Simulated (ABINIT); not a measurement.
# Quasiparticle gap of TiO2 (Rutile) in ABINIT, part 2 of 3

Aim: the G0W0 gap of TiO2 (Rutile) on LDA, step by step.

ABINIT 10.8.3; LDA and many-body steps on it, plane waves. Known limits of the many-body steps: not at the basis limit; coarse k mesh.

So far. Step 2 (Ground state): The gap is direct, at Γ.

### Step 3. Bands along the symmetry lines

Level of this step: DFT, LDA, plane waves, norm-conserving pseudopotentials (ABINIT).

Levels along a band path, at the cheap level, show where the edges lie and whether the meshes to come will hold them.

run.abi

```
acell 3*1.0 Angstrom
rprim 
  4.592200000000 0.000000000000 0.000000000000
  0.000000000000 4.592200000000 0.000000000000
  0.000000000000 0.000000000000 2.957400000000
ntypat 2
znucl 22 8
natom 6
typat 1 1 2 2 2 2
xred 
  0.000000000000 0.000000000000 0.000000000000
  0.500000000000 0.500000000000 0.500000000000
  0.304960000000 0.304960000000 0.000000000000
  0.195040000000 0.804960000000 0.500000000000
  0.695040000000 0.695040000000 0.000000000000
  0.804960000000 0.195040000000 0.500000000000
pp_dirpath "pseudos"
pseudos "Ti.upf, O.upf"
ecut 38
iscf -2
irdden 1
kptopt 0
nkpt 75
kpt 
  0.00000000 0.00000000 0.00000000
  0.00000000 0.06250000 0.00000000
  0.00000000 0.12500000 0.00000000
  0.00000000 0.18750000 0.00000000
  0.00000000 0.25000000 0.00000000
  0.00000000 0.31250000 0.00000000
  0.00000000 0.37500000 0.00000000
  0.00000000 0.43750000 0.00000000
  0.00000000 0.50000000 0.00000000
  0.06250000 0.50000000 0.00000000
  0.12500000 0.50000000 0.00000000
  0.18750000 0.50000000 0.00000000
  0.25000000 0.50000000 0.00000000
  0.31250000 0.50000000 0.00000000
  0.37500000 0.50000000 0.00000000
  0.43750000 0.50000000 0.00000000
  0.50000000 0.50000000 0.00000000
  0.43750000 0.43750000 0.00000000
  0.37500000 0.37500000 0.00000000
  0.31250000 0.31250000 0.00000000
  0.25000000 0.25000000 0.00000000
  0.18750000 0.18750000 0.00000000
  0.12500000 0.12500000 0.00000000
  0.06250000 0.06250000 0.00000000
  0.00000000 0.00000000 0.00000000
  0.00000000 0.00000000 0.06250000
  0.00000000 0.00000000 0.12500000
  0.00000000 0.00000000 0.18750000
  0.00000000 0.00000000 0.25000000
  0.00000000 0.00000000 0.31250000
  0.00000000 0.00000000 0.37500000
  0.00000000 0.00000000 0.43750000
  0.00000000 0.00000000 0.50000000
  0.00000000 0.06250000 0.50000000
  0.00000000 0.12500000 0.50000000
  0.00000000 0.18750000 0.50000000
  0.00000000 0.25000000 0.50000000
  0.00000000 0.31250000 0.50000000
  0.00000000 0.37500000 0.50000000
  0.00000000 0.43750000 0.50000000
  0.00000000 0.50000000 0.50000000
  0.06250000 0.50000000 0.50000000
  0.12500000 0.50000000 0.50000000
  0.18750000 0.50000000 0.50000000
  0.25000000 0.50000000 0.50000000
  0.31250000 0.50000000 0.50000000
  0.37500000 0.50000000 0.50000000
  0.43750000 0.50000000 0.50000000
  0.50000000 0.50000000 0.50000000
  0.43750000 0.43750000 0.50000000
  0.37500000 0.37500000 0.50000000
  0.31250000 0.31250000 0.50000000
  0.25000000 0.25000000 0.50000000
  0.18750000 0.18750000 0.50000000
  0.12500000 0.12500000 0.50000000
  0.06250000 0.06250000 0.50000000
  0.00000000 0.00000000 0.50000000
  0.00000000 0.50000000 0.00000000
  0.00000000 0.50000000 0.06250000
  0.00000000 0.50000000 0.12500000
  0.00000000 0.50000000 0.18750000
  0.00000000 0.50000000 0.25000000
  0.00000000 0.50000000 0.31250000
  0.00000000 0.50000000 0.37500000
  0.00000000 0.50000000 0.43750000
  0.00000000 0.50000000 0.50000000
  0.50000000 0.50000000 0.00000000
  0.50000000 0.50000000 0.06250000
  0.50000000 0.50000000 0.12500000
  0.50000000 0.50000000 0.18750000
  0.50000000 0.50000000 0.25000000
  0.50000000 0.50000000 0.31250000
  0.50000000 0.50000000 0.37500000
  0.50000000 0.50000000 0.43750000
  0.50000000 0.50000000 0.50000000
istwfk *1
nband 36
nbdbuf 7
tolwfr 1e-07
nstep 50
prtwf 0
prtvol 0
indata_prefix "in"
outdata_prefix "out"
tmpdata_prefix "tmp"
```

Run with:

```console
$ OMP_NUM_THREADS=1 mpirun -n 4 abinit run.abi > log
```

Numbers of over 12 decimals in the logs are rounded to 6 here.

Log:

```text
.Version 10.8.3 of ABINIT. v10.8.2 released Aug 2026.

 Symmetries : space group P4_2/m n m (#136); Bravais tP (primitive tetrag.)
[... echo of the input left out ...]
== DATASET  1 ==================================================================
-   mpi_nproc: 4, omp_nthreads: 1 (-1 if OMP is not activated)

--- !DatasetInfo
iteration_state: {dtset: 1, }
dimensions: {natom: 6, nkpt: 75, mband: 36, nsppol: 1, nspinor: 1, nspden: 1, mpw: 4748, }
cutoff_energies: {ecut:  38.0, pawecutdg:  -1.0, }
electrons: {nelect:   4.80000000E+01, charge:   0.00000000E+00, occopt:   1.00000000E+00, tsmear:   1.00000000E-02, }

 Real(R)+Recip(G) space primitive vectors, cartesian coordinates (Bohr,Bohr^-1):
 R(1)=  8.6780003  0.0000000  0.0000000  G(1)=  0.1152339  0.0000000  0.0000000
 R(2)=  0.0000000  8.6780003  0.0000000  G(2)=  0.0000000  0.1152339  0.0000000
 R(3)=  0.0000000  0.0000000  5.5886760  G(3)=  0.0000000  0.0000000  0.1789333
 Unit cell volume ucvol=  4.2087028E+02 bohr^3
 Angles (23,13,12)=  9.00000000E+01  9.00000000E+01  9.00000000E+01 degrees

 getcut: wavevector=  0.0000  0.0000  0.0000  ngfft=  50  50  32
         ecut(hartree)=     38.000   => boxcut(ratio)=   2.06340

--- Pseudopotential description ------------------------------------------------
- Ti Generated using ONCVPSP code by D. R. Hamann
- 22.00000  12.00000  180309                  znucl, zion, pspdat
12 -1012 2 -1 1568                            pspcod,pspxc,lmax,lloc,mmax
     nproj     2     2     2
  pspatm : epsatm=   14.84363209
         --- l  ekb(1:nproj) -->
             0   11.277028    1.250396
             1    1.832338   -0.094357
             2   -5.297893   -1.508002
 pspatm: atomic psp has been read  and splines computed

- O Generated using ONCVPSP code by D. R. Hamann
-  8.00000   6.00000  201201                  znucl, zion, pspdat
12 -1012 2 -1 926                             pspcod,pspxc,lmax,lloc,mmax
     nproj     2     2     1
  pspatm : epsatm=    6.27558587
         --- l  ekb(1:nproj) -->
[...]
2   -1.033686
 pspatm: atomic psp has been read  and splines computed

--------------------------------------------------------------------------------

================================================================================
 prteigrs : about to open file out_EIG
 Non-SCF case, kpt    1 (  0.00000  0.00000  0.00000), residuals and eigenvalues=
  8.34E-08  2.96E-08  6.16E-08  9.96E-08  2.60E-08  4.85E-08  2.43E-08  3.06E-08
  1.63E-08  7.28E-08  1.83E-08  3.03E-08  1.55E-08  3.64E-08  3.90E-08  4.09E-08
  5.47E-08  7.26E-08  9.44E-08  6.14E-08  3.51E-08  6.46E-08  8.11E-08  4.50E-08
[...]
4.69E-06  8.53E-06  1.26E-05  3.03E-08
 -1.8742E+00 -1.8735E+00 -1.0162E+00 -1.0162E+00 -1.0099E+00 -1.0099E+00
 -1.0087E+00 -1.0074E+00 -4.6454E-01 -4.1946E-01 -3.9074E-01 -3.9073E-01
[...]
2.05E-05  3.09E-05  3.91E-08  5.12E-04
[...]
Non-SCF case, kpt   74 (  0.50000  0.50000  0.43750), residuals and eigenvalues=
[...]
Non-SCF case, kpt   75 (  0.50000  0.50000  0.50000), residuals and eigenvalues=
[...]
2.8736E-01  2.8736E-01  3.1074E-01  3.1074E-01  3.1080E-01  3.1080E-01
  4.1317E-01  4.1317E-01  4.1766E-01  4.1767E-01  6.1034E-01  6.1034E-01

--- !ResultsGS
iteration_state: {dtset: 1, }
comment   : Summary of ground state results
lattice_vectors:
- [  8.6780003,   0.0000000,   0.0000000, ]
- [  0.0000000,   8.6780003,   0.0000000, ]
- [  0.0000000,   0.0000000,   5.5886760, ]
lattice_lengths: [   8.67800,    8.67800,    5.58868, ]
lattice_angles: [ 90.000,  90.000,  90.000, ] # degrees, (23, 13, 12)
lattice_volume:   4.2087028E+02
convergence: {deltae:  0.000E+00, res2:  0.000E+00, residm:  9.998E-08, diffor:  0.000E+00, }
etotal    :  -1.85096270E+02
entropy   :   0.00000000E+00
fermie    :   1.92991521E-01
cartesian_stress_tensor: null
pressure_GPa: null
xred      :
- [  0.0000E+00,   0.0000E+00,   0.0000E+00, Ti]
- [  5.0000E-01,   5.0000E-01,   5.0000E-01, Ti]
- [  3.0496E-01,   3.0496E-01,   0.0000E+00,  O]
- [  1.9504E-01,   8.0496E-01,   5.0000E-01,  O]
- [  6.9504E-01,   6.9504E-01,   0.0000E+00,  O]
- [  8.0496E-01,   1.9504E-01,   5.0000E-01,  O]
cartesian_forces: null
force_length_stats: {min: null, max: null, mean: null, }

 Integrated electronic density in atomic spheres:
 ------------------------------------------------
 Atom  Sphere_radius  Integrated_density
[...]
================================================================================

 ----iterations are completed or convergence reached----

 Mean square residual over all n,k,spin=   48.861E-09; max=  99.980E-09
 reduced coordinates (array xred) for    6 atoms
[...]
0.695040000000      0.695040000000      0.000000000000
       0.804960000000      0.195040000000      0.500000000000

 cartesian coordinates (angstrom) at end:
[...]
length scales=  1.889726125908  1.889726125908  1.889726125908 bohr
              =  1.000000000000  1.000000000000  1.000000000000 angstroms
 prteigrs : about to open file out_EIG
 Eigenvalues (hartree) for nkpt=  75  k points:
 kpt#   1, nband= 36, wtk=  1.00000, kpt=  0.0000  0.0000  0.0000 (reduced coord)
[...]
kpt#   2, nband= 36, wtk=  1.00000, kpt=  0.0000  0.0625  0.0000 (reduced coord)
[...]
kpt#   3, nband= 36, wtk=  1.00000, kpt=  0.0000  0.1250  0.0000 (reduced coord)
[...]
kpt#  74, nband= 36, wtk=  1.00000, kpt=  0.5000  0.5000  0.4375 (reduced coord)
[...]
0.41718    0.41718    0.61137    0.61137
 kpt#  75, nband= 36, wtk=  1.00000, kpt=  0.5000  0.5000  0.5000 (reduced coord)
[...]
0.06227    0.06227    0.09237    0.09237    0.14527    0.14527    0.16794    0.16794
   0.28736    0.28736    0.31074    0.31074    0.31080    0.31080    0.41317    0.41317
   0.41766    0.41767    0.61034    0.61034

== END DATASET(S) ==============================================================
================================================================================

 -outvars: echo values of variables after computation  --------
            nband          36
             nkpt          75
          spgroup         136
 [... the other variables as echoed above ...]

 Calculation completed.
```

Wall time 53 s (4 MPI ranks of Arm Neoverse V1, shared host); peak memory 0.45 GiB.

This step gave:

- gap: 1.836 eV
- k of the valence top: 0, 0, 0
- k of the conduction bottom: 0, 0, 0
- least direct gap: 1.836 eV

The gap is 1.836 eV, as in the run before at this level.

Electronic bands along the path, in eV, zero at the top of the highest filled band:

```csv
point,band 21,band 22,band 23,band 24,band 25,band 26,band 27,band 28
Γ,-0.71,-0.46,-0.46,0.00,1.84,2.12,2.39,2.48
halfway,-1.46,-1.08,-0.83,-0.24,2.14,2.45,2.71,2.78
X,-1.66,-1.66,-0.75,-0.75,2.51,2.51,3.01,3.01
halfway,-1.49,-1.49,-1.11,-1.11,2.24,2.24,2.75,2.75
M,-1.32,-1.32,-1.08,-1.08,1.88,1.88,2.51,2.51
halfway,-1.76,-1.15,-1.14,-0.41,1.91,2.49,2.55,3.02
Γ,-0.71,-0.46,-0.46,0.00,1.84,2.12,2.39,2.48
halfway,-1.80,-1.51,-1.51,-0.48,2.20,2.53,2.82,3.13
Z,-2.43,-2.43,-1.44,-1.44,2.97,2.97,3.16,3.16
halfway,-1.82,-1.82,-1.64,-1.64,2.43,2.43,3.17,3.17
R,-2.08,-2.08,-1.05,-1.05,1.86,1.86,3.19,3.19
halfway,-1.55,-1.55,-0.89,-0.89,2.13,2.13,3.20,3.20
A,-1.30,-1.30,-0.68,-0.68,2.57,2.57,3.20,3.20
halfway,-1.88,-1.59,-1.40,-1.22,2.07,2.76,3.17,3.18
Z,-2.43,-2.43,-1.44,-1.44,2.97,2.97,3.16,3.16
jump to X,-1.66,-1.66,-0.75,-0.75,2.51,2.51,3.01,3.01
halfway,-2.00,-2.00,-0.86,-0.86,2.54,2.54,3.18,3.18
R,-2.08,-2.08,-1.05,-1.05,1.86,1.86,3.19,3.19
jump to M,-1.32,-1.32,-1.08,-1.08,1.88,1.88,2.51,2.51
halfway,-1.82,-1.82,-1.37,-1.37,2.67,2.67,2.86,2.86
A,-1.30,-1.30,-0.68,-0.68,2.57,2.57,3.20,3.20
```

### Step 4. Empty states on the mesh, 2×2×4 mesh, 119 bands

The sums over transitions need many empty states on a uniform mesh; this step solves for them.

run.abi

```
acell 3*1.0 Angstrom
rprim 
  4.592200000000 0.000000000000 0.000000000000
  0.000000000000 4.592200000000 0.000000000000
  0.000000000000 0.000000000000 2.957400000000
ntypat 2
znucl 22 8
natom 6
typat 1 1 2 2 2 2
xred 
  0.000000000000 0.000000000000 0.000000000000
  0.500000000000 0.500000000000 0.500000000000
  0.304960000000 0.304960000000 0.000000000000
  0.195040000000 0.804960000000 0.500000000000
  0.695040000000 0.695040000000 0.000000000000
  0.804960000000 0.195040000000 0.500000000000
pp_dirpath "pseudos"
pseudos "Ti.upf, O.upf"
ecut 38
ngkpt 2 2 4
nshiftk 1
shiftk 0 0 0
kptopt 1
chksymbreak 0
iscf -2
irdden 1
istwfk *1
nband 119
nbdbuf 10
tolwfr 1e-09
nstep 60
prtvol 0
indata_prefix "in"
outdata_prefix "out"
tmpdata_prefix "tmp"
```

Log:

```text
.Version 10.8.3 of ABINIT. v10.8.2 released Aug 2026.

 Symmetries : space group P4_2/m n m (#136); Bravais tP (primitive tetrag.)
[... echo of the input left out ...]
== DATASET  1 ==================================================================
-   mpi_nproc: 4, omp_nthreads: 1 (-1 if OMP is not activated)

--- !DatasetInfo
iteration_state: {dtset: 1, }
dimensions: {natom: 6, nkpt: 9, mband: 119, nsppol: 1, nspinor: 1, nspden: 1, mpw: 4748, }
cutoff_energies: {ecut:  38.0, pawecutdg:  -1.0, }
electrons: {nelect:   4.80000000E+01, charge:   0.00000000E+00, occopt:   1.00000000E+00, tsmear:   1.00000000E-02, }

 Real(R)+Recip(G) space primitive vectors, cartesian coordinates (Bohr,Bohr^-1):
 R(1)=  8.6780003  0.0000000  0.0000000  G(1)=  0.1152339  0.0000000  0.0000000
 R(2)=  0.0000000  8.6780003  0.0000000  G(2)=  0.0000000  0.1152339  0.0000000
 R(3)=  0.0000000  0.0000000  5.5886760  G(3)=  0.0000000  0.0000000  0.1789333
 Unit cell volume ucvol=  4.2087028E+02 bohr^3
 Angles (23,13,12)=  9.00000000E+01  9.00000000E+01  9.00000000E+01 degrees

 getcut: wavevector=  0.0000  0.0000  0.0000  ngfft=  50  50  32
         ecut(hartree)=     38.000   => boxcut(ratio)=   2.06340

--- Pseudopotential description ------------------------------------------------
- Ti Generated using ONCVPSP code by D. R. Hamann
- 22.00000  12.00000  180309                  znucl, zion, pspdat
12 -1012 2 -1 1568                            pspcod,pspxc,lmax,lloc,mmax
     nproj     2     2     2
  pspatm : epsatm=   14.84363209
         --- l  ekb(1:nproj) -->
             0   11.277028    1.250396
             1    1.832338   -0.094357
             2   -5.297893   -1.508002
 pspatm: atomic psp has been read  and splines computed

- O Generated using ONCVPSP code by D. R. Hamann
-  8.00000   6.00000  201201                  znucl, zion, pspdat
12 -1012 2 -1 926                             pspcod,pspxc,lmax,lloc,mmax
     nproj     2     2     1
  pspatm : epsatm=    6.27558587
         --- l  ekb(1:nproj) -->
[...]
2   -1.033686
 pspatm: atomic psp has been read  and splines computed

--------------------------------------------------------------------------------

================================================================================
 prteigrs : about to open file out_EIG
 Non-SCF case, kpt    1 (  0.00000  0.00000  0.00000), residuals and eigenvalues=
  1.37E-10  1.93E-10  3.96E-10  6.33E-10  3.11E-10  5.63E-10  3.89E-10  4.03E-10
  7.52E-10  6.19E-11  5.17E-11  1.79E-10  1.11E-10  1.53E-10  1.54E-10  9.34E-11
  1.55E-10  8.67E-11  1.23E-10  1.89E-10  1.22E-10  1.12E-10  8.84E-11  1.14E-10
[...]
1.54E-08  1.40E-07  1.60E-06  1.68E-05  3.16E-04  6.71E-04  2.12E-04
 -1.8742E+00 -1.8735E+00 -1.0162E+00 -1.0162E+00 -1.0099E+00 -1.0099E+00
 -1.0087E+00 -1.0074E+00 -4.6454E-01 -4.1946E-01 -3.9074E-01 -3.9074E-01
 -2.2032E-02 -5.9172E-03  8.2848E-03  5.1309E-02  5.1309E-02  9.7883E-02
[...]
2.3496E+00  2.3873E+00  2.3873E+00  2.4159E+00  2.4245E+00  2.4813E+00
  2.5141E+00  2.5141E+00  2.5616E+00  2.5655E+00  2.5729E+00  2.5942E+00
  2.6604E+00  2.6604E+00  2.7239E+00  2.7268E+00  2.7394E+00
 prteigrs : prtvol=0 or 1, do not print more k-points.

--- !ResultsGS
iteration_state: {dtset: 1, }
comment   : Summary of ground state results
lattice_vectors:
- [  8.6780003,   0.0000000,   0.0000000, ]
- [  0.0000000,   8.6780003,   0.0000000, ]
- [  0.0000000,   0.0000000,   5.5886760, ]
lattice_lengths: [   8.67800,    8.67800,    5.58868, ]
lattice_angles: [ 90.000,  90.000,  90.000, ] # degrees, (23, 13, 12)
lattice_volume:   4.2087028E+02
convergence: {deltae:  0.000E+00, res2:  0.000E+00, residm:  9.893E-10, diffor:  0.000E+00, }
etotal    :  -1.85096270E+02
entropy   :   0.00000000E+00
fermie    :   1.92991521E-01
cartesian_stress_tensor: null
pressure_GPa: null
xred      :
- [  0.0000E+00,   0.0000E+00,   0.0000E+00, Ti]
- [  5.0000E-01,   5.0000E-01,   5.0000E-01, Ti]
- [  3.0496E-01,   3.0496E-01,   0.0000E+00,  O]
- [  1.9504E-01,   8.0496E-01,   5.0000E-01,  O]
- [  6.9504E-01,   6.9504E-01,   0.0000E+00,  O]
- [  8.0496E-01,   1.9504E-01,   5.0000E-01,  O]
cartesian_forces: null
force_length_stats: {min: null, max: null, mean: null, }

 Integrated electronic density in atomic spheres:
 ------------------------------------------------
 Atom  Sphere_radius  Integrated_density
[...]
================================================================================

 ----iterations are completed or convergence reached----

 Mean square residual over all n,k,spin=   36.316E-11; max=  98.928E-11
 reduced coordinates (array xred) for    6 atoms
[...]
0.695040000000      0.695040000000      0.000000000000
       0.804960000000      0.195040000000      0.500000000000

 cartesian coordinates (angstrom) at end:
    1      0.000000     0.000000     0.000000
    2      2.296100     2.296100     1.478700
    3      1.400437     1.400437     0.000000
    4      0.895663     3.696537     1.478700
    5      3.191763     3.191763     0.000000
    6      3.696537     0.895663     1.478700
 length scales=  1.889726125908  1.889726125908  1.889726125908 bohr
              =  1.000000000000  1.000000000000  1.000000000000 angstroms
 prteigrs : about to open file out_EIG
 Eigenvalues (hartree) for nkpt=   9  k points:
 kpt#   1, nband=119, wtk=  0.06250, kpt=  0.0000  0.0000  0.0000 (reduced coord)
[...]
2.23614    2.23614    2.25103    2.26148    2.31378    2.34965    2.34965    2.38730
   2.38730    2.41586    2.42454    2.48131    2.51408    2.51408    2.56161    2.56555
   2.57291    2.59419    2.66041    2.66042    2.72391    2.72679    2.73938
 prteigrs : prtvol=0 or 1, do not print more k-points.

== END DATASET(S) ==============================================================
================================================================================

 -outvars: echo values of variables after computation  --------
            nband         119
             nkpt           9
          spgroup         136
 [... the other variables as echoed above ...]

 Calculation completed.
```

The job ended after 46 s (4 MPI ranks; peak memory 0.34 GiB; 3 min of CPU time).

Numbers from this step:

- gap: 1.836 eV
- k of the valence top: 0, 0, 0
- k of the conduction bottom: 0, 0, 0
- least direct gap: 1.836 eV
- k points computed: 9
- lowest point of the top converged band, above the valence top: 58.8732 eV

On this mesh the gap is 1.836 eV.

(Part 2 of 3 ends here.)

[Paths, hosts, dates, memory and timing lines, banners, echoed tables and standing remarks are left out of the program output.]

[Logs are printed without paths, hosts, clocks, repeated set-up lines and the standing remarks that a program may print on its own settings, such as how far it seeks lower states.]

[Runs of the session that timed out or met a known fault of the program may be left out.]

[Hosts, paths, dates, database ids (printed as entryN), source tags and the programs' standing remarks are cut or masked in the printed files.]

[G0W0 gaps are taken among the corrected bands and points alone; a level outside them can change the order at an edge.]

[Where Ansatz stands beside ABINIT at settings called matched, ABINIT's density can come from a denser mesh and the files from another edition; pairs whose starting gaps differed by over 0.03 eV were left out, so agreement reads better than it is.]
